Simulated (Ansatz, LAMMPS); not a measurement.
# Compressing and expanding amorphous 64SiO2-25Y2O3-11Al2O3 (mol %) (164 atoms), part 3 of 3

How stiff is amorphous 64SiO2-25Y2O3-11Al2O3 (mol %) (164 atoms), and how do its levels respond to strain?

Ansatz 0.2.0; Kohn-Sham DFT, PBEsol, PAW (set soft_1), plane waves.

The cell: 28 Si, 22 Y, 10 Al and 104 O. The quench rate of 1000 K/ps is many orders above laboratory rates. The starting topology of bonds comes from the classical model. Only the Γ point is sampled.

So far. Step 2 (Single point at the start): The r.m.s. force at the start is 0.74 eV/Å. Step 3 (Cell and atoms relaxed): The relaxation converged after 26 steps, with a largest force component of 0.045 eV/Å.

## (5) Volume -3 %

The relaxed cell is scaled evenly and the atoms are relaxed again; the stress at the end gives one point of P(V).

Input file input.yaml:

```yaml
crystal:
  lattice:
    - [12.72579, 0.14693, 0.15164]
    - [0.14693, 12.92163, 0.44006]
    - [0.15164, 0.44006, 12.54376]
  atoms:
    [... the 164 atom lines of step 4 ...]
kpoints:
  mp_grid: { grid: [1, 1, 1] }
hamiltonian:
  xc: pbesol
  pseudopotentials: { kind: paw, azcp: { folder: soft_1 }, xc_functional: pbe }
scf:
  occupations: { method: fixed }
output:
  forces: true
  eigenvalues: true
  stress: true
relax:
  f_tol: 0.05
  max_steps: 70
```

On the command line:

```console
> ansatz run input.yaml --threads 4 --pin off --max-ram 8192MiB --backend cpu --events-out ev --progress --plain --runs-dir out
```

Numbers of over 12 decimals in the logs are rounded to 6 here.

The log of the run:

```text
Warning: output.stress: scf.convergence.dr2_threshold = 1e-7 eV (the SCF's general default) is looser than the 1.08e-8 eV advised for a printed stress (1e-10 eV for each atom of the cell: 164, of which 108 are counted). What an SCF threshold leaves in a stress goes as its square root, and in the free energy as the threshold itself, and one threshold admits the most on a small cell: [...]
[...]
Crystal: 164 atoms, lattice volume = 2059.657 Å³
Basis set: ecut = 420 eV, 40209 PW (Γ), exchange–correlation on 180×180×180 points (8 copies of the dense FFT grid, shifted against one another)
Bands: 668, of which v1, the nominal top of the filled ones, is band 504 counted from 1 (503 counted from 0)
Symmetry: 1 space group operations
[...]
k-points: 1
[...]
SCF iter   1: F=—  HF=-164783.640545 eV  |F-HF|=—  |Δ(HF+E_count)|=         —  Δρ=8.52e-2  dr2=2.58e2  ethr=3.10e-3  ⟨swp⟩=5.0  Hψ=2227  notcnv=0  defer=162
[...]
SCF iter  11: F=-164700.617117 eV  HF=-164700.617108 eV  |F-HF|=9.30e-6  |Δ(HF+E_count)|=   3.66e-5  Δρ=1.46e-5  dr2=6.27e-6  ethr=6.20e-9  ⟨swp⟩=16.0  Hψ=4449  notcnv=0
SCF 1 converged in 11 iterations: F = -164700.617117 eV  dr2 = 6.27e-6
[...]
relax step   1: F+E_penalty+E_count = -164700.61711687 eV  Δ(F+E_penalty+E_count) = +0.000e0 eV  max|allowed force component| = 5.199e-1 eV/Å  Δτ_max = 0.0000 Å  (11 SCF iters, dr2 threshold 6.25e-5 eV, accepted)
[...]
relax step   2: F+E_penalty+E_count = -164700.95174274 eV  Δ(F+E_penalty+E_count) = -3.346e-1 eV  max|allowed force component| = 4.012e-1 eV/Å  Δτ_max = 0.0494 Å  (6 SCF iters, dr2 threshold 1.69e-5 eV, accepted)
[...]
relax step   3: F+E_penalty+E_count = -164701.10483090 eV  Δ(F+E_penalty+E_count) = -1.531e-1 eV  max|allowed force component| = 2.626e-1 eV/Å  Δτ_max = 0.0557 Å  (7 SCF iters, dr2 threshold 1.01e-5 eV, accepted)
relax step   4: F+E_penalty+E_count = -164701.03487238 eV  Δ(F+E_penalty+E_count) = +6.996e-2 eV  max|allowed force component| = 6.770e-1 eV/Å  Δτ_max = 0.2000 Å  (7 SCF iters, dr2 threshold 2.95e-5 eV, rejected (line search))
relax step   5: F+E_penalty+E_count = -164701.19173349 eV  Δ(F+E_penalty+E_count) = -8.690e-2 eV  max|allowed force component| = 9.107e-2 eV/Å  Δτ_max = 0.1000 Å  (9 SCF iters, accepted)
relax step   6: F+E_penalty+E_count = -164701.19291597 eV  Δ(F+E_penalty+E_count) = -1.182e-3 eV  max|allowed force component| = 2.485e-1 eV/Å  Δτ_max = 0.1000 Å  (9 SCF iters, accepted)
relax step   7: F+E_penalty+E_count = -164701.20467586 eV  Δ(F+E_penalty+E_count) = -1.176e-2 eV  max|allowed force component| = 5.494e-2 eV/Å  Δτ_max = 0.0359 Å  (6 SCF iters, dr2 threshold 7.43e-6 eV, accepted)
relax step   8: F+E_penalty+E_count = -164701.17053836 eV  Δ(F+E_penalty+E_count) = +3.414e-2 eV  max|allowed force component| = 1.732e-1 eV/Å  Δτ_max = 0.1990 Å  (11 SCF iters, rejected (line search))
relax step   9: F+E_penalty+E_count = -164701.20009853 eV  Δ(F+E_penalty+E_count) = +4.577e-3 eV  max|allowed force component| = 1.586e-1 eV/Å  Δτ_max = 0.0193 Å  (10 SCF iters, rejected (line search))
[...]
relax step  10: F+E_penalty+E_count = -164701.20763138 eV  Δ(F+E_penalty+E_count) = -2.956e-3 eV  max|allowed force component| = 2.980e-2 eV/Å  Δτ_max = 0.0095 Å  (8 SCF iters, accepted)
SCF converged after 8 iterations
Free energy (F): -164701.207631 eV
[...]
Internal energy: -164701.207631 eV  (E = F + TS)
E sigma→0 (E₀):  -164701.207631 eV
Fermi energy:    6.201627 eV
[...]
--- Forces (eV/Å), atoms counted from 1 ---
  atom   1  Si    -0.00092539     0.00211577    -0.00421863
  atom   2  Si    -0.00108451     0.01543610     0.00390991
  atom   3  Si    -0.00227222     0.00085013     0.00900368
  atom   4  Si     0.00973504     0.00627073     0.00731478
  atom   5  Si    -0.00279458    -0.00109561     0.00095249
  atom   6  Si     0.00342150     0.00786967    -0.00337742
  atom   7  Si    -0.00346212    -0.01834277    -0.00323061
  atom   8  Si     0.01312953    -0.00561420     0.00668398
  atom   9  Si    -0.01244433     0.00393165    -0.00378009
  atom  10  Si    -0.00955074    -0.00531289     0.00110257
  atom  11  Si    -0.00442043    -0.01929993     0.00060174
  atom  12  Si    -0.00514702    -0.00753034     0.01010562
  atom  13  Si    -0.01131789     0.00251056    -0.00493716
  atom  14  Si    -0.00113767    -0.01413294    -0.00409770
[...]
atom 163  O     -0.00272523     0.00089648     0.00322296
  atom 164  O      0.01227247     0.00386705    -0.00589313
  max |Σ_I F_I| component: 7.52e-5 eV/Å
--- Stress (GPa, compression-positive) ---
        2.661696       0.179926      -0.084906
        0.179926       2.737290       0.451086
       -0.084907       0.451085       2.259202
  P = ⅓ Tr σ = 2.5527 GPa (25.527 kbar)
--- Band table (eV) ---
[...]
--- Relaxed structure (10 steps of the walk, 7 accepted, 0 SCFs on fresh bases) ---
  F+E_penalty+E_count = -164701.20763138 eV   max|allowed force component| = 2.980e-2 eV/Å
  atoms:
    - { symbol: Si, position: [0.740012, 0.198052, 0.826365] }
    - { symbol: Si, position: [0.960346, 0.315781, 0.136519] }
    - { symbol: Si, position: [0.415871, 0.036100, 0.985627] }
    - { symbol: Si, position: [0.951818, 0.083603, 0.789760] }
[...]
- { symbol: O, position: [0.848121, 0.592380, 0.373362] }
```

Wall time 8 min (4 threads of Arm Neoverse V2, shared host); peak memory 3.7 GiB.

The program notes that the SCF threshold is loose for the stress.

The relaxation converged after 10 steps, 0.591 eV below its start, with a largest force component of 0.030 eV/Å.

Volume -3 %: the energy stands 0.505 eV above that of the reference, at a pressure of 2.55 GPa.

## (6) Volume +3 %

The relaxed cell is scaled to another volume.

input.yaml, the sections that differ from step 5:

```yaml
crystal:
  lattice:
    - [12.98294, 0.1499, 0.15471]
    - [0.1499, 13.18274, 0.44895]
    - [0.15471, 0.44895, 12.79724]
  atoms:
    [... the 164 atom lines of step 4 ...]
# kpoints, hamiltonian, scf, output, relax: as in step 5
```

The log of the run:

```text
[...]
Crystal: 164 atoms, lattice volume = 2187.058 Å³
Basis set: ecut = 420 eV, 42771 PW (Γ), exchange–correlation on 180×180×180 points (8 copies of the dense FFT grid, shifted against one another)
Bands: 668, of which v1, the nominal top of the filled ones, is band 504 counted from 1 (503 counted from 0)
Symmetry: 1 space group operations
[...]
k-points: 1
[...]
SCF iter   1: F=—  HF=-164776.028879 eV  |F-HF|=—  |Δ(HF+E_count)|=         —  Δρ=7.76e-2  dr2=2.41e2  ethr=3.10e-3  ⟨swp⟩=5.0  Hψ=2223  notcnv=0  defer=162
[...]
SCF iter  10: F=—  HF=-164700.738185 eV  |F-HF|=—  |Δ(HF+E_count)|=   3.23e-4  Δρ=9.51e-5  dr2=1.73e-4  ethr=3.06e-8  ⟨swp⟩=2.0  Hψ=945  notcnv=0  defer=162
SCF iter  11: F=-164700.738245 eV  HF=-164700.738232 eV  |F-HF|=1.24e-5  |Δ(HF+E_count)|=   4.72e-5  Δρ=1.62e-5  dr2=8.50e-6  ethr=6.20e-9  ⟨swp⟩=16.0  Hψ=4499  notcnv=0
SCF 1 converged in 11 iterations: F = -164700.738245 eV  dr2 = 8.50e-6
[...]
relax step   1: F+E_penalty+E_count = -164700.73824489 eV  Δ(F+E_penalty+E_count) = +0.000e0 eV  max|allowed force component| = 4.452e-1 eV/Å  Δτ_max = 0.0000 Å  (11 SCF iters, dr2 threshold 6.25e-5 eV, accepted)
[...]
relax step   2: F+E_penalty+E_count = -164701.03622767 eV  Δ(F+E_penalty+E_count) = -2.980e-1 eV  max|allowed force component| = 3.914e-1 eV/Å  Δτ_max = 0.0540 Å  (7 SCF iters, dr2 threshold 1.24e-5 eV, accepted)
[...]
relax step   3: F+E_penalty+E_count = -164701.16659345 eV  Δ(F+E_penalty+E_count) = -1.304e-1 eV  max|allowed force component| = 2.214e-1 eV/Å  Δτ_max = 0.0404 Å  (6 SCF iters, dr2 threshold 9.58e-6 eV, accepted)
relax step   4: F+E_penalty+E_count = -164701.11863584 eV  Δ(F+E_penalty+E_count) = +4.796e-2 eV  max|allowed force component| = 5.655e-1 eV/Å  Δτ_max = 0.2000 Å  (7 SCF iters, dr2 threshold 1.57e-5 eV, rejected (line search))
relax step   5: F+E_penalty+E_count = -164701.22683431 eV  Δ(F+E_penalty+E_count) = -6.024e-2 eV  max|allowed force component| = 6.395e-2 eV/Å  Δτ_max = 0.0689 Å  (11 SCF iters, accepted)
relax step   6: F+E_penalty+E_count = -164701.23074401 eV  Δ(F+E_penalty+E_count) = -3.910e-3 eV  max|allowed force component| = 6.157e-2 eV/Å  Δτ_max = 0.0334 Å  (9 SCF iters, accepted)
[...]
relax step   7: F+E_penalty+E_count = -164701.23373563 eV  Δ(F+E_penalty+E_count) = -2.992e-3 eV  max|allowed force component| = 2.362e-2 eV/Å  Δτ_max = 0.0337 Å  (9 SCF iters, accepted)
SCF converged after 9 iterations
Free energy (F): -164701.233736 eV
[...]
Internal energy: -164701.233736 eV  (E = F + TS)
E sigma→0 (E₀):  -164701.233736 eV
Fermi energy:    5.503720 eV
[...]
Σ components = -164701.233736   (vs F -164701.233736, Δ=0.00e0)
--- Forces (eV/Å), atoms counted from 1 ---
  atom   1  Si     0.00588008    -0.00819083    -0.01097325
  atom   2  Si     0.01410439    -0.01772897     0.00475688
  atom   3  Si    -0.00968408     0.01384463    -0.00393372
  atom   4  Si     0.01719217    -0.00084694     0.00554718
[...]
atom 164  O     -0.00384262    -0.00466651     0.00679733
  max |Σ_I F_I| component: 3.50e-5 eV/Å
--- Stress (GPa, compression-positive) ---
       -2.406165      -0.100003       0.126321
       -0.100003      -2.403598      -0.218002
        0.126321      -0.218002      -2.257508
  P = ⅓ Tr σ = -2.3558 GPa (-23.558 kbar)
--- Band table (eV) ---
[...]
--- Relaxed structure (7 steps of the walk, 6 accepted, 0 SCFs on fresh bases) ---
  F+E_penalty+E_count = -164701.23373563 eV   max|allowed force component| = 2.362e-2 eV/Å
  atoms:
    - { symbol: Si, position: [0.740903, 0.190691, 0.832516] }
    - { symbol: Si, position: [0.964616, 0.312659, 0.133039] }
    - { symbol: Si, position: [0.419029, 0.028431, 0.989786] }
    - { symbol: Si, position: [0.951851, 0.077743, 0.792509] }
[...]
- { symbol: O, position: [0.842741, 0.597827, 0.377304] }
```

The job ended after 5.8 min (4 threads; peak memory 3.8 GiB).

The relaxation converged after 7 steps, 0.495 eV below its start, with a largest force component of 0.024 eV/Å.

Volume +3 %: the energy stands 0.478 eV above that of the reference, at a pressure of -2.36 GPa.

## (7) Volume -6 %

The relaxed cell is scaled to another volume.

Input and log are left out; they have the form of those shown for this kind of step.

The job ended after 10 min (4 threads of Arm Neoverse V2, shared host; peak memory 3.6 GiB).

The relaxation converged after 14 steps, 2.81 eV below its start, with a largest force component of 0.031 eV/Å.

Volume -6 %: the energy stands 1.77 eV above that of the reference, at a pressure of 4.36 GPa.

## (8) Pressure against volume

Atoms are relaxed at each volume, in the scaled cell.

```csv
volume change (%),volume (Å³/atom),energy change (meV/atom),pressure (GPa),largest move on relaxing (Å),bonds,gap (eV)
-6,12.170,10.80,4.36,0.70,306,4.01
-3,12.559,3.08,2.55,0.19,301,3.95
+0,12.947,0.00,0.01,-,298,3.90
+3,13.336,2.92,-2.36,0.15,297,3.81
```

## (9) Findings

The bulk modulus, from the slope of pressure against ln V over the three points nearest the relaxed volume, is 81.8 GPa; between neighbouring points the slope runs 57, 84 and 80 GPa from the smallest volume up, without a steady fall, so no pressure derivative is given, and the cell yields more easily when compressed beyond -3 %. The count of bonds runs from 297 to 306 over the series, so at some points contacts cross the cutoffs. At -6 % some atom moved by over 0.5 Å on relaxing, so that point may sit in another local minimum. The gap goes from 4.01 eV at the smallest volume to 3.81 eV at the largest, -2.2 eV per unit of ln V by a straight line, on the run's k-points.

**Limits.** Strains are finite and relaxations stop at the force tolerance of the input, which can leave moduli too stiff; they are those of a static cell at zero temperature. Volumes are changed with the cell's shape held, so in an anisotropic solid the modulus lies over the one under free hydrostatic load. The program notes that the SCF threshold of the relaxations is loose for the stress.

The DFT runs together took 42 min of wall time.

[Logs are printed without paths, hosts, clocks, repeated set-up lines and the standing remarks that a program may print on its own settings, such as how far it seeks lower states.]

[Hosts, paths, dates, database ids (printed as entryN), source tags and the programs' standing remarks are cut or masked in the printed files.]
